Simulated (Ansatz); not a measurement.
# ScTeN3 (model cell, started as cubic perovskite with Te in the octahedra): a soft mode frozen in

Wanted: the energy along a soft mode of ScTeN3 (model cell, started as cubic perovskite with Te in the octahedra) and the structure at the end.

Main program and level: Ansatz 0.2.0; DFT PBEsol, scalar-relativistic, plane waves, PAW; PAW set soft_1.

The structure was built from a prototype and need not be the compound's stable phase.

### 1. Starting point

Symmetry: Pm-3m, No. 221, cubic system. Conventional cell: a = 3.913 Å, b = 3.913 Å, c = 3.913 Å, α = 90.00°, β = 90.00°, γ = 90.00°. Sc has 12 N at 2.77 Å and 8 Te at 3.39 Å nearest. Te has 6 N at 1.96 Å and 8 Sc at 3.39 Å nearest. Nearest to N lie 2 Te at 1.96 Å and 4 Sc at 2.77 Å. Farther neighbours and most contacts between anions are not listed.

### 2. Phonons on a q mesh

The cell comes from relaxations at this level that are not shown. Stability and thermal properties need the whole zone. Linear response on a 4×4×4 q mesh gives force constants as far as a supercell of that size would.

The input, input.yaml:

```yaml
crystal:
  lattice:
    - [3.9131533689, 0.0, 0.0]
    - [0.0, 3.9131533689, 0.0]
    - [0.0, 0.0, 3.9131533689]
  atoms:
    - { symbol: Sc, position: [0.0, 0.0, 0.0] }
    - { symbol: Te, position: [0.5, 0.5, 0.5] }
    - { symbol: "N", position: [0.5, 0.5, 0.0] }
    - { symbol: "N", position: [0.5, 0.0, 0.5] }
    - { symbol: "N", position: [0.0, 0.5, 0.5] }
kpoints:
  mp_grid: { grid: [12, 12, 12] }
hamiltonian:
  xc: pbesol
  pseudopotentials: { kind: paw, azcp: { folder: soft_1 }, xc_functional: pbe }
scf:
  occupations: { method: methfessel_paxton, width: 0.2 }
output:
  eigenvalues: true
phonons:
  method: dfpt
  qmesh: [4, 4, 4]
  temperatures: { t_max: 1000, t_step: 50 }
  qpath:
    path:
      - [[0.0, 0.0, 0.0], [0.0, 0.5, 0.0], [0.5, 0.5, 0.0], [0.0, 0.0, 0.0], [0.5, 0.5, 0.5], [0.0, 0.5, 0.0]]
      - [[0.5, 0.5, 0.5], [0.5, 0.5, 0.0]]
    npoints: 10
```

Launch:

```console
$ ansatz run input.yaml --threads 8 --pin off --max-ram 16384MiB --backend cpu --events-out ev --progress --plain --runs-dir out
```

Numbers of over 12 decimals in the logs are rounded to 6 here.

The log of the run:

```text
Engine: ansatz 0.2.0, x86_64-unknown-linux-gnu
Pseudopotentials: kind: paw
Pseudopotential: Sc, paw, valence charge 11, recommended cutoff 420 eV (normal), soft_1/Sc.paw.azcp
Pseudopotential: Te, paw, valence charge 16, recommended cutoff 420 eV (normal), soft_1/Te.paw.azcp
Pseudopotential: N, paw, valence charge 5, recommended cutoff 420 eV (normal), soft_1/N.paw.azcp
Functional definition: PBEsol
  exchange = pbesol_x
  correlation = pbesol_c
Crystal: 5 atoms, lattice volume = 59.921 Å³
Basis set: ecut = 420 eV, 1189 PW (Γ), exchange–correlation on 54×54×54 points (8 copies of the dense FFT grid, shifted against one another)
Bands: 26, of which v1, the nominal top of the filled ones, is band 21 counted from 1 (20 counted from 0)
Symmetry: 48 space group operations
k-points: 84 of 1728
Non-local potential: Sc, projectors of the file, l = 0: 3, l = 1: 2, l = 2: 3, l = 3: 1
Non-local potential: Te, projectors of the file, l = 0: 2, l = 1: 2, l = 2: 2, l = 3: 1
Non-local potential: N, projectors of the file, l = 0: 2, l = 1: 2, l = 2: 1
PAW form: soft (Blöchl's): semilocal exchange-correlation on the pseudo side does not see the compensation charge
PAW frozen core: Sc, regenerated for the run's functional, and the local potential with it (the file was generated under x = pbe(κ = 0.804, μ = 0.219515), c = pbe(β = 0.066725))
PAW frozen core: Te, regenerated for the run's functional, and the local potential with it (the file was generated under x = pbe(κ = 0.804, μ = 0.219515), c = pbe(β = 0.066725))
PAW frozen core: N, regenerated for the run's functional, and the local potential with it (the file was generated under x = pbe(κ = 0.804, μ = 0.219515), c = pbe(β = 0.066725))
PAW one-centre angular grid: Sc, 590 points (default); XC on 64 Gauss nodes
PAW one-centre angular grid: Te, 590 points (default); XC on 64 Gauss nodes
PAW one-centre angular grid: N, 110 points (default); XC on 64 Gauss nodes
Initial density: superposition of atomic densities (chi_scale 0.1, normalization cell, long waves kept (reshape's long-wave potential 0.00 eV rms))
Initial wavefunctions: pseudopotential atomic-orbital guess
Functional: x = pbesol(κ = 0.804, μ = 0.123457), c = pbesol(β = 0.046)
SCF iter   1: F=—  HF=-10147.642901 eV  |F-HF|=—  |Δ(HF+E_count)|=         —  Δρ=9.43e-2  dr2=5.99e0  ethr=3.10e-3  ⟨swp⟩=5.8  Hψ=9833  notcnv=0
preconditioner: auto → Kerker (q_TF=auto, 2.571 Å⁻¹)  [metal: Δε(μ)=0.041 eV  Ē_g=8.978 eV  σ=0.200 eV  W_gap=0.17  n_scr=18 (ndim 8)  ℏωp=23.5 eV  f_vac=0.000  D(μ)=0.79/eV (n_scr^D=0)]
SCF iter   2: F=—  HF=-10146.329078 eV  |F-HF|=—  |Δ(HF+E_count)|=    1.31e0  S|Δr|=    0.00e0  Δρ=4.57e-2  dr2=1.41e0  ethr=3.10e-3  ⟨swp⟩=2.0  Hψ=4030  notcnv=0  defer=71
SCF iter   3: F=—  HF=-10145.952975 eV  |F-HF|=—  |Δ(HF+E_count)|=   3.76e-1  S|Δr|=    0.00e0  Δρ=1.08e-2  dr2=7.87e-2  ethr=3.10e-3  ⟨swp⟩=2.2  Hψ=3527  notcnv=0  defer=71
SCF iter   4: F=—  HF=-10145.929005 eV  |F-HF|=—  |Δ(HF+E_count)|=   2.40e-2  S|Δr|=    0.00e0  Δρ=1.35e-3  dr2=1.68e-3  ethr=1.87e-4  ⟨swp⟩=2.1  Hψ=3662  notcnv=0  defer=62
SCF iter   5: F=—  HF=-10145.928602 eV  |F-HF|=—  |Δ(HF+E_count)|=   4.02e-4  S|Δr|=    0.00e0  Δρ=3.80e-4  dr2=1.50e-4  ethr=4.01e-6  ⟨swp⟩=2.1  Hψ=3125  notcnv=0  defer=62
SCF iter   6: F=—  HF=-10145.928585 eV  |F-HF|=—  |Δ(HF+E_count)|=   1.71e-5  S|Δr|=    0.00e0  Δρ=9.42e-5  dr2=7.37e-6  ethr=3.58e-7  ⟨swp⟩=2.1  Hψ=2845  notcnv=0  defer=62
SCF iter   7: F=—  HF=-10145.928588 eV  |F-HF|=—  |Δ(HF+E_count)|=   2.21e-6  S|Δr|=    0.00e0  Δρ=2.15e-5  dr2=2.29e-7  ethr=1.76e-8  ⟨swp⟩=2.2  Hψ=3807  notcnv=0  defer=62
SCF iter   8: F=—  HF=-10145.928586 eV  |F-HF|=—  |Δ(HF+E_count)|=   2.04e-6  S|Δr|=    0.00e0  Δρ=5.22e-6  dr2=1.47e-8  ethr=5.45e-10  ⟨swp⟩=2.0  Hψ=3750  notcnv=0  defer=62
SCF iter   9: F=—  HF=-10145.928586 eV  |F-HF|=—  |Δ(HF+E_count)|=   5.53e-9  S|Δr|=    0.00e0  Δρ=1.13e-6  dr2=5.00e-10  ethr=3.49e-11  ⟨swp⟩=2.0  Hψ=3760  notcnv=0  defer=62
SCF iter  10: F=—  HF=-10145.928586 eV  |F-HF|=—  |Δ(HF+E_count)|=  3.24e-10  S|Δr|=    0.00e0  Δρ=1.91e-7  dr2=1.60e-11  ethr=1.19e-12  ⟨swp⟩=2.4  Hψ=2882  notcnv=0  defer=62
SCF iter  11: F=-10145.928586 eV  HF=-10145.928586 eV  |F-HF|=1.82e-12  |Δ(HF+E_count)|=    0.00e0  S|Δr|=    0.00e0  Δρ=4.47e-8  dr2=1.46e-12  ethr=1.00e-12  ⟨swp⟩=10.3  Hψ=10560  notcnv=0
SCF 1 converged in 11 iterations: F = -10145.928586 eV  dr2 = 1.46e-12
  greatest PAW one-centre occupation: 1.000 electrons in one spin orbital (limit 2), on the Te atom at site 1 (counted from 0), in its partial waves of l = 2
Initial density: read from a saved state, or passed on in memory by an earlier SCF of this step, an earlier step, the calling program or the single point that the run made first
iter 1 solved again at ethr=8.58e-8 eV; its pass at ethr=3.10e-3 eV (dr2=3.60e-5 eV) is discarded
SCF iter   1: F=—  HF=-10145.928586 eV  |F-HF|=—  |Δ(HF+E_count)|=         —  Δρ=3.14e-6  dr2=9.21e-9  ethr=8.58e-8  ⟨swp⟩=4.1  Hψ=17565  notcnv=0
eigensolver tolerance schedule: the retry pair's looser diagonalisation over-reported the residual by 3913.25 of it (diagonalisation noise at 0.12 of the residual, at the tolerance the schedule requests for it); recorded, not acted on — ethr = c·dr2/N_el stays at c = 1.0e-1
preconditioner: auto → Kerker (q_TF=auto, 2.571 Å⁻¹)  [metal: Δε(μ)=0.015 eV  Ē_g=9.086 eV  σ=0.200 eV  W_gap=0.06  n_scr=18 (ndim 8)  ℏωp=23.5 eV  f_vac=0.000  D(μ)=1.22/eV (n_scr^D=6)]
SCF iter   2: F=—  HF=-10145.928586 eV  |F-HF|=—  |Δ(HF+E_count)|=   1.92e-7  S|Δr|=    0.00e0  Δρ=1.76e-6  dr2=2.32e-9  ethr=2.19e-11  ⟨swp⟩=3.2  Hψ=4952  notcnv=0
SCF iter   3: F=—  HF=-10145.928586 eV  |F-HF|=—  |Δ(HF+E_count)|=  2.36e-10  S|Δr|=    0.00e0  Δρ=1.09e-6  dr2=9.74e-10  ethr=5.53e-12  ⟨swp⟩=1.0  Hψ=2184  notcnv=0
SCF iter   4: F=—  HF=-10145.928586 eV  |F-HF|=—  |Δ(HF+E_count)|=  1.20e-10  S|Δr|=    0.00e0  Δρ=5.94e-7  dr2=3.26e-10  ethr=2.32e-12  ⟨swp⟩=1.0  Hψ=2186  notcnv=0
SCF iter   5: F=—  HF=-10145.928586 eV  |F-HF|=—  |Δ(HF+E_count)|=  1.82e-11  S|Δr|=    0.00e0  Δρ=4.64e-7  dr2=2.03e-10  ethr=1.00e-12  ⟨swp⟩=1.0  Hψ=2184  notcnv=0
SCF iter   6: F=—  HF=-10145.928586 eV  |F-HF|=—  |Δ(HF+E_count)|=  1.09e-11  S|Δr|=    0.00e0  Δρ=3.97e-7  dr2=1.49e-10  ethr=1.00e-12  ⟨swp⟩=1.0  Hψ=2184  notcnv=0
SCF iter   7: F=—  HF=-10145.928586 eV  |F-HF|=—  |Δ(HF+E_count)|=  7.28e-12  S|Δr|=    0.00e0  Δρ=3.11e-7  dr2=9.08e-11  ethr=1.00e-12  ⟨swp⟩=1.0  Hψ=2184  notcnv=0
SCF iter   8: F=-10145.928586 eV  HF=-10145.928586 eV  |F-HF|=5.46e-12  |Δ(HF+E_count)|=  1.82e-11  S|Δr|=    0.00e0  Δρ=7.42e-8  dr2=5.10e-12  ethr=1.00e-12  ⟨swp⟩=2.1  Hψ=5224  notcnv=0
[...]
NSCF: frozen V_eff on 343 k-points
DFPT response loops at q = (0, 0, 0) (fractional): preconditioner auto → Kerker (q_TF=auto, 2.571 Å⁻¹) (partly filled bands, converged f_vac=0.000); β = 1.00, the filter's whole step (`scf.mixing.beta` (0.50) is not read by the response loops under this deck's `scf.mixing.preconditioner`; to damp them name `kerker` or `kerker_dos`, under which they read `scf.mixing.beta`, and type it under 1.00, their step now; both keys bind the ground state too); Broyden in place of MSR1
NSCF: frozen V_eff on 1176 k-points
DFPT response loops at q = (0, 0, 0.25) (fractional): mixed as the last ones told, above
NSCF: frozen V_eff on 686 k-points
DFPT response loops at q = (0, 0, -0.5) (fractional): mixed as the last ones told, above
NSCF: frozen V_eff on 2016 k-points
DFPT response loops at q = (0, 0.25, 0.25) (fractional): mixed as the last ones told, above
NSCF: frozen V_eff on 1176 k-points
DFPT response loops at q = (0, 0.25, -0.5) (fractional): mixed as the last ones told, above
NSCF: frozen V_eff on 686 k-points
DFPT response loops at q = (0, -0.5, -0.5) (fractional): mixed as the last ones told, above
NSCF: frozen V_eff on 3456 k-points
DFPT response loops at q = (0.25, 0.25, 0.25) (fractional): mixed as the last ones told, above
NSCF: frozen V_eff on 2016 k-points
DFPT response loops at q = (0.25, 0.25, -0.5) (fractional): mixed as the last ones told, above
NSCF: frozen V_eff on 1176 k-points
DFPT response loops at q = (0.25, -0.5, -0.5) (fractional): mixed as the last ones told, above
NSCF: frozen V_eff on 686 k-points
DFPT response loops at q = (-0.5, -0.5, -0.5) (fractional): mixed as the last ones told, above
SCF converged after 11 iterations
Stability not checked: this state was not tested for a lower state beside it, because cold or Methfessel-Paxton smearing, or corrected tetrahedra, fill the levels in a way that the test cannot read (fill_not_monotonic; see scf.lower_state_search)
Free energy (F): -10145.928586 eV
Harris-Foulkes:  -10145.928586 eV  (|F-HF|=1.82e-12)
Internal energy: -10145.927516 eV  (E = F + TS)
E sigma→0 (E₀):  -10145.928318 eV
Entropy (-TS):   -0.001070 eV (-0.214 meV/atom)
Fermi energy:    12.912159 eV
--- Per-component energies (eV) ---
  E_band       = -289.359630
  E_kinetic    = 768.441123
  E_local      = -2565.660788  (includes V_loc(G=0)·N_el)
  E_nonlocal   = 317.328831
  E_hartree    = 1127.886771
  E_xc         = -383.986651
  E_vxc        = -433.219106  (∫ρ·V_xc dr)
  E_paw        = -5932.378781  (= ΣΔE_a)
  E_vpaw       = -632.025661  (= ΣTr[D̂ρ^β])
  E_aug_tail   = 0.002420  (compensation charges beyond the density's cutoff)
  E_ewald      = -3478.148573
  E_core_change = 0.588133  (= ΣΔE_core)
  E_smearing   = -0.001070  (= −TS)
  E_closure    = -0.000000  (closes the sum)
  Σ components = -10145.928586   (vs F -10145.928586, Δ=0.00e0)
--- Band table (eV; the first three rows and the last of 84) ---
  k-point 0: bands = [... 17 lower, 11.4461, 11.4461, 11.4817, 11.4817, 11.4817, 13.7864, 13.7864, 14.2307, ... 1 higher]
  k-point 1: bands = [... 17 lower, 11.3835, 11.3835, 11.4149, 11.4149, 11.4173, 13.8416, 13.9720, 14.2398, ... 1 higher]
  k-point 2: bands = [... 17 lower, 11.1580, 11.1580, 11.3188, 11.3188, 11.6784, 13.9965, 14.2647, 14.3876, ... 1 higher]
  k-point 83: bands = [... 17 lower, 10.9516, 13.3357, 13.3357, 13.3357, 14.4973, 14.4973, 14.4973, 14.9808, ... 1 higher]
--- Phonons (Γ-DFPT): 4 representative perturbations + reference (Σ response iterations 15) ---
  ASR residual: 2.292e-5 → 0.000e0 eV/Å²; symmetrization residual: 4.674e-6 eV/Å²
  ASR residual per site (eV/Å²): 2.29e-5 9.67e-6 4.93e-6 4.93e-6 4.93e-6
  Γ frequencies (cm⁻¹): -295.86 -295.86 -295.86 -240.45 -240.45 -240.45 0.00 0.00 0.00 214.63 214.63 214.63 869.24 869.24 869.24
--- Phonons (arbitrary-q DFPT): 10 irreducible q on the 4×4×4 mesh ---
  q = [0.0000, 0.0000, 0.0000] (star 1, of the zone-centre solve; hermiticity 2.61e-7, symmetrization 7.88e-13): -295.86 -295.86 -295.86 -240.45 -240.45 -240.45 -0.00 -0.00 0.00 214.63 214.63 214.63 869.24 869.24 869.24
  q = [0.0000, 0.0000, 0.2500] (star 6, 9 solved perturbations in 4536 linear systems a pass and spin channel, the states on 588 of 1728 k-point pairs; hermiticity 2.75e-7, symmetrization 1.34e-12): -277.93 -277.93 -228.08 -208.23 -208.23 -170.93 88.64 88.64 139.11 201.23 201.23 254.55 866.46 874.88 874.88
  q = [0.0000, 0.0000, -0.5000] (star 3, 9 solved perturbations in 2646 linear systems a pass and spin channel, the states on 343 of 1728 k-point pairs; hermiticity 2.38e-7, symmetrization 1.10e-12): -267.73 -267.73 -197.96 -164.53 -164.53 91.74 156.12 156.12 157.58 157.58 195.58 316.56 842.46 878.88 878.88
  q = [0.0000, 0.2500, 0.2500] (star 12, 9 solved perturbations in 7686 linear systems a pass and spin channel, the states on 1008 of 1728 k-point pairs; hermiticity 2.91e-7, symmetrization 2.42e-14): -334.05 -285.54 -247.93 -190.88 -177.51 100.87 108.13 130.42 187.27 223.61 267.30 278.51 830.91 879.40 908.66
  q = [0.0000, 0.2500, -0.5000] (star 12, 15 solved perturbations on 588 of 1728 k-point pairs; hermiticity 3.46e-7, symmetrization 1.29e-14): -363.46 -259.80 -246.70 -220.82 -128.27 129.94 140.33 159.61 178.77 267.60 289.79 333.31 806.47 883.88 904.61
  q = [0.0000, -0.5000, -0.5000] (star 3, 9 solved perturbations in 2646 linear systems a pass and spin channel, the states on 343 of 1728 k-point pairs; hermiticity 4.00e-7, symmetrization 2.70e-13): -406.58 -301.79 -301.79 -97.72 -97.72 -94.26 164.53 188.28 188.28 336.17 336.17 345.63 789.98 888.34 940.26
  q = [0.2500, 0.2500, 0.2500] (star 8, 4 solved perturbations in 4536 linear systems a pass and spin channel, the states on 1728 of 1728 k-point pairs; hermiticity 1.53e-7, symmetrization 1.14e-12): -342.09 -319.29 -319.29 -211.44 -211.44 -76.46 215.82 215.82 220.58 281.81 281.81 307.13 832.21 832.21 938.10
  q = [0.2500, 0.2500, -0.5000] (star 12, 9 solved perturbations in 7686 linear systems a pass and spin channel, the states on 1008 of 1728 k-point pairs; hermiticity 2.64e-7, symmetrization 4.66e-13): -382.70 -359.54 -308.22 -236.62 -217.29 -116.02 219.82 238.06 276.25 301.43 302.92 344.83 804.71 834.35 951.86
  q = [0.2500, -0.5000, -0.5000] (star 6, 9 solved perturbations in 4536 linear systems a pass and spin channel, the states on 588 of 1728 k-point pairs; hermiticity 2.25e-7, symmetrization 1.36e-14): -415.62 -381.56 -381.56 -228.72 -228.72 -176.11 241.95 278.67 278.67 342.41 342.41 350.82 786.75 823.78 972.89
  q = [-0.5000, -0.5000, -0.5000] (star 1, 4 solved perturbations in 931 linear systems a pass and spin channel, the states on 343 of 1728 k-point pairs; hermiticity 1.09e-7, symmetrization 1.64e-12): -463.05 -463.05 -463.05 -245.76 -245.76 -245.76 298.92 298.92 298.92 355.83 355.83 355.83 784.36 784.36 985.23
  sum rule: each row above includes the acoustic sum rule's correction from the zone centre's row sums; it moved no ω² by more than (0.37 cm⁻¹)²
  mesh force constants: q→R imaginary residual 9.76e-19; ASR residual 2.292e-5 → 0.000e0 eV/Å²; symmetrization residual 2.132e-14 eV/Å²
  interpolated dispersion: 62 rows × 15 modes
  density of states and harmonic sums: on the 16×16×16 q-mesh, interpolated from the force constants of a 4×4×4 supercell (no non-analytic term)
  largest difference from the sums on the solved wave vectors: F 2.86e-2 eV, S 3.49e-5 and C_V 8.76e-6 eV/K
  zero-point energy: 0.252031 eV/cell   skipped modes (ω ≤ 0): 927, of them read as no rigid motion or as one in doubt: 924 (5.551e0 modes/cell left out, lowest -463.05 cm⁻¹)   left out of the sums: 3.70e-1 of the cell's modes: C_V's classical limit lies that fraction below 3 k_B per atom; for a crystal, a wire or a layer, F and S can be off by more, and a phonons.interpolated_qmesh denser along its periods is the remedy for the sampling
```

It took 22 min on 8 threads of AMD EPYC 7R32 (Zen 2), shared host; peak memory 6.3 GiB.

Reading the cycles: dr2 is the Hartree energy of the density residual (eV), the measure of convergence; HF is the Harris–Foulkes estimate of the energy, which meets the free energy F at convergence.

Numbers from this step:

| Item | Value |
| --- | --- |
| volume per atom | 11.98 Å³ |
| gap on the k-mesh | 0 eV |
| sum-rule residual before enforcement | 2.29e-5 eV/Å² |
| lowest frequency on the path | -463.0 cm⁻¹ |
| point group | m-3m |
| highest frequency on the path or at a solved wavevector | 985.2 cm⁻¹ |
| highest optical mode at the zone centre (no LO-TO term) | 869.2 cm⁻¹ |
| lowest optical zone-centre mode | -295.9 cm⁻¹ |
| lowest mode on the q mesh (acoustic modes at Γ apart) | -463.1 cm⁻¹ |

Frequencies (cm⁻¹) solved at each irreducible wavevector; negative means imaginary. Frequencies by wavevector, by row:

```tsv
q in reciprocal lattice units	star	mode 1	mode 2	mode 3	mode 4	mode 13	mode 14	mode 15
0 0 0	1	-295.9	-295.9	-295.9	-240.4	869.2	869.2	869.2
0 0 0.25	6	-277.9	-277.9	-228.1	-208.2	866.5	874.9	874.9
0 0 -0.5	3	-267.7	-267.7	-198	-164.5	842.5	878.9	878.9
0 0.25 0.25	12	-334.1	-285.5	-247.9	-190.9	830.9	879.4	908.7
0 0.25 -0.5	12	-363.5	-259.8	-246.7	-220.8	806.5	883.9	904.6
0 -0.5 -0.5	3	-406.6	-301.8	-301.8	-97.7	790	888.3	940.3
0.25 0.25 0.25	8	-342.1	-319.3	-319.3	-211.4	832.2	832.2	938.1
0.25 0.25 -0.5	12	-382.7	-359.5	-308.2	-236.6	804.7	834.4	951.9
0.25 -0.5 -0.5	6	-415.6	-381.6	-381.6	-228.7	786.8	823.8	972.9
-0.5 -0.5 -0.5	1	-463.1	-463.1	-463.1	-245.8	784.4	784.4	985.2
```

Interpolated from a 4×4×4 q mesh. Phonon branches along the path, in cm⁻¹:

```tsv
point	branch 1	branch 2	branch 3	branch 4	branch 12	branch 13	branch 14	branch 15
Γ	-296	-296	-296	-240	215	869	869	869
halfway	-278	-278	-228	-208	254	866	875	875
X	-268	-268	-198	-164	317	842	879	879
halfway	-364	-260	-247	-221	333	806	884	905
M	-407	-302	-302	-98	346	790	888	940
halfway	-334	-286	-248	-191	278	831	879	909
Γ	-296	-296	-296	-240	215	869	869	869
halfway	-342	-319	-319	-211	307	832	832	938
R	-463	-463	-463	-246	356	784	784	985
halfway	-383	-360	-308	-237	345	805	834	952
X	-268	-268	-198	-164	317	842	879	879
jump to R	-463	-463	-463	-246	356	784	784	985
halfway	-416	-382	-382	-229	351	787	824	973
M	-407	-302	-302	-98	346	790	888	940
```

Symmetry leaves 10 wavevectors to solve. The lowest mode among them, the acoustic zeros apart, lies at q = (-0.5, -0.5, -0.5) and is imaginary, 463.1i cm⁻¹, so the energy falls along it.

(Continued in part 2 of 2.)

[Logs are printed without paths, hosts, clocks, repeated set-up lines and the standing remarks that a program may print on its own settings, such as how far it seeks lower states.]

[Hosts, paths, dates, database ids (printed as entryN), source tags and the programs' standing remarks are cut or masked in the printed files.]
